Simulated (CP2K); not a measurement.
Consider nitrosoacetaldehyde at its PBE geometry (Å).

```xyz
8

O    -1.6635    0.8576   -0.7052
C    -1.1546    0.1278    0.1208
C     0.3025   -0.3155    0.1342
N     1.0941    0.2759   -0.9902
O     2.0948    0.8581   -0.6124
H    -1.7458   -0.2849    0.9766
H     0.3076   -1.4069   -0.0394
H     0.7650   -0.1119    1.1154
```

Method: CP2K XAS_TDP, all-electron GAPW, PBEh(45%), aug-cc-pVDZ, TDA, GW2X-corrected core level, no relativity.

Where do the C K-edge lines lie, and how strong are they?

Leading lines: C2 288.70 eV and C3 291.02 eV. The leading line of an atom is its first one with 35 % of the strongest within 2.5 eV of its lowest line over the strength cut. Core ionisation energies at this level: C2 296.34 and C3 293.86 eV.

The first six lines of each atom with a strength over 0.0015:

| atom | energy (eV) | states | strength, one atom | above the computed threshold |
| --- | --- | --- | --- | --- |
| C2 (bonded to C, O and H) | 288.70 | 1 | 0.0675 |  |
|  | 291.99 | 1 | 0.0044 |  |
|  | 293.82 | 1 | 0.0170 |  |
|  | 294.80 | 1 | 0.0016 |  |
|  | 295.18 | 1 | 0.0017 |  |
|  | 295.29 | 1 | 0.0020 |  |
| C3 (bonded to C, N and 2 H) | 291.02 | 1 | 0.0257 |  |
|  | 291.79 | 1 | 0.0263 |  |
|  | 291.95 | 1 | 0.0204 |  |
|  | 293.54 | 1 | 0.0026 |  |
|  | 293.69 | 1 | 0.0122 |  |
|  | 294.12 | 1 | 0.0130 | yes |

Lines are vertical, at one geometry, with no vibrational structure. GW2X ionisation energies and lines can be off by 1 to 2 eV either way, and a good line position may hide errors that cancel. These values hold no scalar relativity, about 0.1 eV for C 1s. Rydberg lines, and the discretised continuum above threshold, depend on the basis and the box.

[Banner, clock and machine lines of the logs are left out without a mark of their own.]

[Logs are printed without paths, hosts, clocks, repeated set-up lines and the standing remarks that a program may print on its own settings, such as how far it seeks lower states.]

[Hosts, paths, dates, database ids (printed as entryN), source tags and the programs' standing remarks are cut or masked in the printed files.]
